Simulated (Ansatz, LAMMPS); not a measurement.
# Structural relaxation of a frame of liquid ethylene carbonate from 313 K (110 atoms), part 2 of 3

How does a frame of liquid ethylene carbonate from 313 K (110 atoms) relax, and what do bonds, charges and levels look like afterwards?

Ansatz 0.2.0; Kohn-Sham DFT, r2SCAN+D4, PAW (set soft_2), plane waves.

The cell: 33 O, 33 C and 44 H. The network of contacts between molecules at the start is that of the classical potential that made the cell. Sampling is at Γ alone, for a cell whose shortest periodic width is 11 Å.

So far. Step 3 (Single point at the start): The r.m.s. force component of 1.2 eV/Å and the pressure of 0.16 GPa set the starting point.

**4. Cell and atoms relaxed**

Cell and atoms are freed together, to release stress as well as forces.

Contents of input.yaml:

```yaml
crystal:
  lattice:
    - [10.67847, 0.0, 0.0]
    - [0.0, 10.67847, 0.0]
    - [0.0, 0.0, 10.67847]
  atoms:
    [... the 110 atom lines of step 3 ...]
kpoints:
  mp_grid: { grid: [1, 1, 1] }
hamiltonian:
  xc: r2scan
  dispersion: d4
scf:
  occupations: { method: fixed }
output:
  forces: true
relax:
  f_tol: 0.05
  max_steps: 200
  cell: {}
```

On the command line:

```console
> ansatz run input.yaml --threads 4 --pin off --max-ram 8192MiB --backend cpu --events-out ev --progress --plain --runs-dir out
```

Numbers of over 12 decimals in the logs are rounded to 6 here.

Log:

```text
[...]
Crystal: 110 atoms, lattice volume = 1217.663 Å³
Basis set: ecut = 500 eV, 31103 PW (Γ), exchange–correlation on 320×320×320 points (64 copies of the dense FFT grid, shifted against one another)
Bands: 297, of which v1, the nominal top of the filled ones, is band 187 counted from 1 (186 counted from 0)
Symmetry: 1 space group operations
[...]
k-points: 1
[...]
SCF iter   1: F=—  HF=-27747.634615 eV  |F-HF|=—  |Δ(HF+E_count)|=         —  Δρ=1.10e-2  dr2=1.43e0  dr2_τ=1.04e1  ethr=1.77e-3  ⟨swp⟩=5.0  Hψ=955  notcnv=0  defer=105
[...]
SCF iter   3: F=—  HF=-27747.158982 eV  |F-HF|=—  |Δ(HF+E_count)|=   2.02e-2  Δρ=2.48e-3  dr2=5.12e-2  dr2_τ=5.31e-3  ethr=5.17e-5  ⟨swp⟩=2.0  Hψ=363  notcnv=0  defer=53
automatic band count: iteration 3 solves 242 bands in place of 297: the levels show a gap, and the empty bands left out lie too high to hold charge; the band table lists the bands solved (type scf.n_extra_bands for more)
SCF iter   4: F=—  HF=-27747.156277 eV  |F-HF|=—  |Δ(HF+E_count)|=   2.71e-3  Δρ=7.89e-4  dr2=6.87e-3  dr2_τ=9.57e-4  ethr=1.37e-5  ⟨swp⟩=3.0  Hψ=363  notcnv=0  defer=53
[...]
SCF iter  10: F=-27747.158284 eV  HF=-27747.158284 eV  |F-HF|=1.09e-7  |Δ(HF+E_count)|=   6.27e-7  Δρ=2.83e-6  dr2=9.17e-8  dr2_τ=1.37e-8  ethr=2.67e-11  ⟨swp⟩=5.0  Hψ=928  notcnv=0
SCF 1 converged in 10 iterations: F = -27747.158284 eV  dr2 = 9.17e-8
[...]
relax step   1: F+E_penalty+E_count = -27747.15828369 eV  Δ(F+E_penalty+E_count) = +0.000e0 eV  max|allowed force component| = 4.099e0 eV/Å  Δτ_max = 0.0000 Å  P = +0.165 GPa  Ω = 1217.663 Å³  (10 SCF iters, dr2 threshold 1.00e-7 eV, accepted)
[... from here on, the SCF cycles and remarks between the steps are left out ...]
relax step   2: F+E_penalty+E_count = -27751.66429854 eV  Δ(F+E_penalty+E_count) = -4.506e0 eV  max|allowed force component| = 1.958e0 eV/Å  Δτ_max = 0.1946 Å  P = -0.693 GPa  Ω = 1226.693 Å³  energy of the carried Pulay correction = -4.003e-3 eV  (8 SCF iters, dr2 threshold 1.10e-5 eV, accepted)
relax step   3: F+E_penalty+E_count = -27752.83791737 eV  Δ(F+E_penalty+E_count) = -1.174e0 eV  max|allowed force component| = 1.086e0 eV/Å  Δτ_max = 0.1943 Å  P = -0.709 GPa  Ω = 1211.104 Å³  energy of the carried Pulay correction = +2.926e-3 eV  (8 SCF iters, dr2 threshold 1.10e-5 eV, accepted)
relax step   4: F+E_penalty+E_count = -27753.20430442 eV  Δ(F+E_penalty+E_count) = -3.664e-1 eV  max|allowed force component| = 5.523e-1 eV/Å  Δτ_max = 0.2000 Å  P = -0.387 GPa  Ω = 1165.309 Å³  energy of the carried Pulay correction = +2.381e-2 eV  (8 SCF iters, dr2 threshold 1.10e-5 eV, accepted)
relax step   5: F+E_penalty+E_count = -27753.45953691 eV  Δ(F+E_penalty+E_count) = -2.552e-1 eV  max|allowed force component| = 2.605e-1 eV/Å  Δτ_max = 0.1909 Å  P = -0.310 GPa  Ω = 1155.992 Å³  energy of the carried Pulay correction = +2.815e-2 eV  (7 SCF iters, dr2 threshold 1.10e-5 eV, accepted)
relax step   6: F+E_penalty+E_count = -27753.60872119 eV  Δ(F+E_penalty+E_count) = -1.492e-1 eV  max|allowed force component| = 4.229e-1 eV/Å  Δτ_max = 0.1920 Å  P = -0.387 GPa  Ω = 1143.870 Å³  energy of the carried Pulay correction = +3.386e-2 eV  (8 SCF iters, dr2 threshold 4.24e-6 eV, accepted)
relax step   7: F+E_penalty+E_count = -27753.74207113 eV  Δ(F+E_penalty+E_count) = -1.333e-1 eV  max|allowed force component| = 4.713e-1 eV/Å  Δτ_max = 0.1945 Å  P = -0.425 GPa  Ω = 1137.069 Å³  energy of the carried Pulay correction = +3.709e-2 eV  (7 SCF iters, dr2 threshold 1.10e-5 eV, accepted)
relax step   8: F+E_penalty+E_count = -27753.85432738 eV  Δ(F+E_penalty+E_count) = -1.123e-1 eV  max|allowed force component| = 2.918e-1 eV/Å  Δτ_max = 0.1912 Å  P = -0.250 GPa  Ω = 1128.432 Å³  energy of the carried Pulay correction = +4.122e-2 eV  (7 SCF iters, dr2 threshold 1.10e-5 eV, accepted)
relax step   9: F+E_penalty+E_count = -27753.95112316 eV  Δ(F+E_penalty+E_count) = -9.680e-2 eV  max|allowed force component| = 2.739e-1 eV/Å  Δτ_max = 0.1950 Å  P = -0.350 GPa  Ω = 1117.190 Å³  energy of the carried Pulay correction = +4.663e-2 eV  (8 SCF iters, dr2 threshold 5.32e-6 eV, accepted)
relax step  10: F+E_penalty+E_count = -27753.97999269 eV  Δ(F+E_penalty+E_count) = -2.887e-2 eV  max|allowed force component| = 7.664e-1 eV/Å  Δτ_max = 0.1953 Å  P = +0.670 GPa  Ω = 1107.433 Å³  energy of the carried Pulay correction = +5.138e-2 eV  (8 SCF iters, dr2 threshold 4.69e-6 eV, accepted)
relax step  11: F+E_penalty+E_count = -27753.96250084 eV  Δ(F+E_penalty+E_count) = +1.749e-2 eV  max|allowed force component| = 7.047e-1 eV/Å  Δτ_max = 0.1940 Å  P = -1.222 GPa  Ω = 1095.734 Å³  energy of the carried Pulay correction = +5.712e-2 eV  (7 SCF iters, dr2 threshold 1.10e-5 eV, rejected (line search))
relax step  12: F+E_penalty+E_count = -27754.06555929 eV  Δ(F+E_penalty+E_count) = -8.557e-2 eV  max|allowed force component| = 3.932e-1 eV/Å  Δτ_max = 0.0970 Å  P = +0.359 GPa  Ω = 1102.350 Å³  energy of the carried Pulay correction = +5.386e-2 eV  (11 SCF iters, accepted)
[...]
relax step  67: F+E_penalty+E_count = -27754.65665281 eV  Δ(F+E_penalty+E_count) = -3.885e-3 eV  max|allowed force component| = 9.735e-2 eV/Å  Δτ_max = 0.1183 Å  P = -0.108 GPa  Ω = 1041.019 Å³  energy of the carried Pulay correction = +8.476e-2 eV  (8 SCF iters, dr2 threshold 9.23e-7 eV, accepted)
relax step  68: F+E_penalty+E_count = -27754.65988003 eV  Δ(F+E_penalty+E_count) = -3.227e-3 eV  max|allowed force component| = 8.825e-2 eV/Å  Δτ_max = 0.0828 Å  P = -0.061 GPa  Ω = 1041.487 Å³  energy of the carried Pulay correction = +8.452e-2 eV  (8 SCF iters, dr2 threshold 5.92e-7 eV, accepted)
relax step  69: F+E_penalty+E_count = -27754.66186212 eV  Δ(F+E_penalty+E_count) = -1.982e-3 eV  max|allowed force component| = 1.408e-1 eV/Å  Δτ_max = 0.0484 Å  P = +0.098 GPa  Ω = 1042.052 Å³  energy of the carried Pulay correction = +8.423e-2 eV  (7 SCF iters, dr2 threshold 4.87e-7 eV, accepted)
relax step  70: F+E_penalty+E_count = -27754.65902716 eV  Δ(F+E_penalty+E_count) = +2.835e-3 eV  max|allowed force component| = 3.848e-1 eV/Å  Δτ_max = 0.1973 Å  P = -0.166 GPa  Ω = 1041.458 Å³  energy of the carried Pulay correction = +8.453e-2 eV  (8 SCF iters, dr2 threshold 1.24e-6 eV, rejected (line search))
relax step  71: F+E_penalty+E_count = -27754.66573976 eV  Δ(F+E_penalty+E_count) = -3.878e-3 eV  max|allowed force component| = 5.169e-2 eV/Å  Δτ_max = 0.0836 Å  P = -0.003 GPa  Ω = 1041.423 Å³  energy of the carried Pulay correction = +8.455e-2 eV  (11 SCF iters, accepted)
relax step  72: F+E_penalty+E_count = -27754.66803169 eV  Δ(F+E_penalty+E_count) = -2.292e-3 eV  max|allowed force component| = 1.148e-1 eV/Å  Δτ_max = 0.0969 Å  P = -0.098 GPa  Ω = 1040.325 Å³  energy of the carried Pulay correction = +8.512e-2 eV  (8 SCF iters, dr2 threshold 1.67e-7 eV, accepted)
relax step  73: F+E_penalty+E_count = -27754.66919823 eV  Δ(F+E_penalty+E_count) = -1.167e-3 eV  max|allowed force component| = 8.124e-2 eV/Å  Δτ_max = 0.0243 Å  P = -0.072 GPa  Ω = 1040.637 Å³  energy of the carried Pulay correction = +8.496e-2 eV  (6 SCF iters, dr2 threshold 8.24e-7 eV, accepted)
relax step  74: F+E_penalty+E_count = -27754.66979419 eV  Δ(F+E_penalty+E_count) = -5.960e-4 eV  max|allowed force component| = 2.873e-2 eV/Å  Δτ_max = 0.0141 Å  P = +0.003 GPa  Ω = 1041.519 Å³  energy of the carried Pulay correction = +8.450e-2 eV  (6 SCF iters, dr2 threshold 4.12e-7 eV, accepted)
relax step  75: F+E_penalty+E_count = -27754.58102244 eV  Δ(F+E_penalty+E_count) = +8.877e-2 eV  max|allowed force component| = 2.986e-2 eV/Å  Δτ_max = 0.0000 Å  P = +0.030 GPa  Ω = 1041.519 Å³  stress off target by 6.57e-2 GPa  SCF on the basis re-selected at this cell (its energy is not comparable with the rows above)  (7 SCF iters)
relax step  76: F+E_penalty+E_count = -27754.58190025 eV  Δ(F+E_penalty+E_count) = -8.778e-4 eV  max|allowed force component| = 5.060e-2 eV/Å  Δτ_max = 0.0918 Å  P = -0.019 GPa  Ω = 1043.067 Å³  energy of the carried Pulay correction = -8.763e-4 eV  (10 SCF iters, dr2 threshold 1.08e-8 eV, accepted)
relax step  77: F+E_penalty+E_count = -27754.58281249 eV  Δ(F+E_penalty+E_count) = -9.122e-4 eV  max|allowed force component| = 4.340e-2 eV/Å  Δτ_max = 0.0616 Å  P = -0.040 GPa  Ω = 1043.001 Å³  energy of the carried Pulay correction = -8.888e-4 eV  (8 SCF iters, dr2 threshold 1.60e-7 eV, accepted)
relax step  78: F+E_penalty+E_count = -27754.58366914 eV  Δ(F+E_penalty+E_count) = -8.567e-4 eV  max|allowed force component| = 4.354e-2 eV/Å  Δτ_max = 0.0000 Å  P = -0.040 GPa  Ω = 1043.001 Å³  stress off target by 4.94e-2 GPa  SCF on the basis re-selected at this cell (its energy is not comparable with the rows above)  (5 SCF iters)
basis re-selected at this cell: Δ(F+E_penalty+E_count) = -8.567e-4 eV, ΔP = -0.000 GPa vs the last step (what re-selecting the basis moved, of the pressure what is left beyond the Pulay correction that the steps carried, after the strain that the cell walked since its last selection, [...]
SCF converged after 5 iterations
Free energy (F): -27754.583669 eV
[...]
Internal energy: -27754.583669 eV  (E = F + TS)
E sigma→0 (E₀):  -27754.583669 eV
Fermi energy:    -0.558440 eV
[...]
--- Forces (eV/Å), atoms counted from 1 ---
  atom   1  O      0.00348668     0.00150273     0.00944779
  atom   2  C      0.00385553     0.00505353    -0.00090459
  atom   3  O      0.00302693     0.00151488    -0.00268999
  atom   4  C     -0.00113606     0.00058605    -0.00272505
  atom   5  C     -0.00329271     0.00056501     0.00382778
  atom   6  O     -0.01388424    -0.00116927    -0.00589543
  atom   7  H      0.00430258    -0.00209412     0.00011114
  atom   8  H      0.00104448     0.00175502     0.00225144
  atom   9  H      0.00088730     0.00035339     0.00018099
  atom  10  H     -0.00042094    -0.00279488    -0.00143863
  atom  11  O      0.00613997     0.00174632     0.00542183
  atom  12  C      0.00044364    -0.00076799    -0.00860594
  atom  13  O      0.00304111     0.00826945     0.00460723
  atom  14  C     -0.00643867    -0.00319296    -0.00182919
[...]
atom 109  H      0.00220057    -0.00120189     0.00117061
  atom 110  H     -0.00030707     0.00122474    -0.00007831
  max |Σ_I F_I| component: 8.81e-5 eV/Å
--- Stress (GPa, compression-positive) ---
       -0.038564       0.001879      -0.004918
        0.001879      -0.048078       0.002808
       -0.004918       0.002808      -0.033571
  P = ⅓ Tr σ = -0.0401 GPa (-0.401 kbar)
--- Relaxed structure (76 steps of the walk, 69 accepted, 2 SCFs on fresh bases) ---
  F+E_penalty+E_count = -27754.58366914 eV   max|allowed force component| = 4.354e-2 eV/Å   (the final SCF, on the basis selected at the relaxed cell)
  cell:  # Å, volume = 1043.0009 Å³
    - [9.608371, -0.255427, 0.161683]
    - [-0.255427, 9.463206, -0.044246]
    - [0.161683, -0.044246, 11.482002]
  atoms:
    - { symbol: O, position: [0.390860, 1.038156, 0.940533] }
    - { symbol: C, position: [0.409438, 0.046142, 1.043774] }
    - { symbol: O, position: [0.306365, 0.048650, 0.124434] }
    - { symbol: C, position: [0.363216, 0.063350, 0.239139] }
[...]
- { symbol: H, position: [0.626070, 0.164476, 0.844058] }
```

The job ended after 35 min (4 threads of Intel Xeon Platinum 8488C (Sapphire Rapids), shared host; peak memory 3 GiB).

The steps of the relaxation (22 of 78):

```tsv
step	energy less that of the first step (eV)	largest force component (eV/Å)	pressure (GPa)	volume (Å³)
1	0.0000	4.0988	0.16	1217.66
5	-6.3013	0.2605	-0.31	1155.99
8	-6.6960	0.2918	-0.25	1128.43
12	-6.9073	0.3932	0.36	1102.35
16	-7.0485	0.2013	-0.21	1094.60
19	-7.0805	0.1995	-0.08	1096.61
23	-7.1056	0.0400	-0.03	1094.62
27	-7.1454	0.1781	-0.14	1089.80
30	-7.1972	0.1089	-0.14	1080.13
34	-7.2766	0.1203	-0.16	1074.74
38	-7.3476	0.1771	-0.13	1069.17
41	-7.3684	0.0638	-0.03	1067.75
45	-7.4071	0.1193	-0.12	1060.58
49	-7.4289	0.1084	-0.14	1054.62
52	-7.4530	0.2026	-0.20	1049.75
56	-7.4679	0.1381	-0.18	1047.24
60	-7.4773	0.0822	0.00	1044.10
63	-7.4615	0.0895	0.07	1042.58
67	-7.4984	0.0973	-0.11	1041.02
71	-7.5075	0.0517	0.00	1041.42
74	-7.5115	0.0287	0.00	1041.52
78*	-7.4254	0.0435	-0.04	1043.00
```

Relaxation steps marked * repeat the geometry before them on a plane-wave basis chosen anew for their cell, so energy and pressure can jump there. Other such steps can lie between the rows shown. Relaxation steps 11, 29, 39, 53, 58, 63, 70 were tried and not accepted.

```tsv
cell as run	before	after	change
a (Å)	10.678	9.613	-10.0 %
b (Å)	10.678	9.467	-11.3 %
c (Å)	10.678	11.483	+7.5 %
α (°)	90.00	90.51	+0.6 %
β (°)	90.00	88.22	-2.0 %
γ (°)	90.00	93.07	+3.4 %
volume (Å³/atom)	11.07	9.48	-14.3 %
```

The atoms that moved most (Å, as changes of fractional coordinates times the final cell):

```tsv
atom	dx	dy	dz	length
H19	2.075	0.612	-1.273	2.510
H20	1.907	1.357	0.138	2.344
H10	0.466	-0.444	2.078	2.176
H38	-1.982	-0.755	-0.030	2.121
H39	-1.243	-1.291	-0.960	2.034
H30	1.639	-0.890	-0.796	2.028
H29	0.105	-1.576	-0.975	1.856
C15	1.551	0.732	-0.361	1.752
```

The relaxation changed the energy by -67.5 meV/atom, and atoms moved by 1.0 Å r.m.s., 2.5 Å at most.

**5. Local order after relaxation**

Density 1.54 g/cm³, 9.482 Å³ an atom.

g(r), total and by pair (bins of 0.2 Å):

```tsv
r (Å)	total	H-H	H-C	H-O	C-C	C-O	O-O
1.00	2.61	0.00	10.90	0.00	0.00	0.00	0.00
1.20	0.51	0.00	0.00	0.00	0.00	2.82	0.00
1.40	1.58	0.00	0.00	0.00	0.00	8.82	0.00
1.60	0.32	0.00	0.00	0.00	3.60	0.00	0.00
1.80	0.48	2.98	0.00	0.00	0.00	0.00	0.00
2.00	0.70	0.00	0.00	2.93	0.00	0.00	0.00
2.20	1.47	0.25	2.64	0.11	3.24	0.15	5.05
2.40	0.83	2.54	0.00	0.72	0.00	1.41	0.00
2.60	0.51	0.76	0.08	1.55	0.00	0.00	0.00
2.80	0.89	0.90	1.29	1.77	0.00	0.10	0.00
3.00	1.10	1.13	1.45	1.34	0.00	0.76	1.34
3.20	1.03	0.62	1.01	1.34	0.08	1.32	1.34
3.40	1.02	0.78	1.14	0.53	0.58	2.13	0.59
3.60	0.77	0.57	0.96	0.42	1.14	0.97	0.83
3.80	0.92	0.72	0.94	0.87	1.31	0.93	0.97
4.00	1.00	0.94	0.84	1.32	1.61	0.72	0.61
4.20	1.10	0.85	0.92	1.58	1.47	0.91	0.78
4.40	1.04	1.20	0.84	1.16	1.23	0.80	1.33
4.60	1.00	1.12	1.12	0.97	0.68	0.92	1.05
```

[end of part 2 of 3]

[Logs are printed without paths, hosts, clocks, repeated set-up lines and the standing remarks that a program may print on its own settings, such as how far it seeks lower states.]

[Hosts, paths, dates, database ids (printed as entryN), source tags and the programs' standing remarks are cut or masked in the printed files.]
